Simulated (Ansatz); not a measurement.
Planning a run of Ansatz 0.2.0 on FeSi2 (Cmce). The input:

```yaml
crystal:
  lattice:
    - [4.9315, -3.8955, 0.0]
    - [4.9315, 3.8955, 0.0]
    - [0.0, 0.0, 7.833]
  atoms:
    - { symbol: Fe, position: [0.1914, 0.8086, 0.1851] }
    - { symbol: Fe, position: [0.3086, 0.6914, 0.6851] }
    - { symbol: Fe, position: [0.8086, 0.1914, 0.8149] }
    - { symbol: Fe, position: [0.6914, 0.3086, 0.3149] }
    - { symbol: Fe, position: [0.2146, 0.2146, 0.0] }
    - { symbol: Fe, position: [0.2854, 0.2854, 0.5] }
    - { symbol: Fe, position: [0.7854, 0.7854, 0.0] }
    - { symbol: Fe, position: [0.7146, 0.7146, 0.5] }
    - { symbol: Si, position: [0.3277, 0.4177, 0.2261] }
    - { symbol: Si, position: [0.1723, 0.0823, 0.7261] }
    - { symbol: Si, position: [0.4177, 0.3277, 0.7739] }
    - { symbol: Si, position: [0.0823, 0.1723, 0.2739] }
    - { symbol: Si, position: [0.6723, 0.5823, 0.7739] }
    - { symbol: Si, position: [0.8277, 0.9177, 0.2739] }
    - { symbol: Si, position: [0.5823, 0.6723, 0.2261] }
    - { symbol: Si, position: [0.9177, 0.8277, 0.7261] }
    - { symbol: Si, position: [0.8536, 0.4028, 0.0512] }
    - { symbol: Si, position: [0.6464, 0.0972, 0.5512] }
    - { symbol: Si, position: [0.4028, 0.8536, 0.9488] }
    - { symbol: Si, position: [0.0972, 0.6464, 0.4488] }
    - { symbol: Si, position: [0.1464, 0.5972, 0.9488] }
    - { symbol: Si, position: [0.3536, 0.9028, 0.4488] }
    - { symbol: Si, position: [0.5972, 0.1464, 0.0512] }
    - { symbol: Si, position: [0.9028, 0.3536, 0.5512] }
kpoints:
  mp_grid: { grid: [4, 4, 4] }
hamiltonian:
  xc: r2scan
scf:
  occupations: { method: fixed }
  n_extra_bands: 206
output:
  optics: { e_range: [0, 25], de: 0.1, sigma: 0.2 }
```

```sh
ansatz run input.yaml --threads 24 --pin off --max-ram 82944MiB --backend cuda --events-out ev --progress --plain --runs-dir out --devices 1 --max-vram 78GiB
```

Question: Estimate wall time and host memory on 1 × NVIDIA GB200 (shared by 2 runs) with 24 threads of Arm Neoverse V2, shared host.

It took 18 s; on shared hardware allow 9.2 s to 37 s. Peak host memory was 8.6 GiB.

[Paths, hosts, dates, memory and timing lines, banners, echoed tables and standing remarks are left out of the program output.]

[Logs are printed without paths, hosts, clocks, repeated set-up lines and the standing remarks that a program may print on its own settings, such as how far it seeks lower states.]

[Runs of the session that timed out or met a known fault of the program may be left out.]

[Cells called generated may have been cut or substituted from an entry of the Crystallography Open Database or the Materials Project.]

[Hosts, paths, dates, database ids (printed as entryN), source tags and the programs' standing remarks are cut or masked in the printed files.]
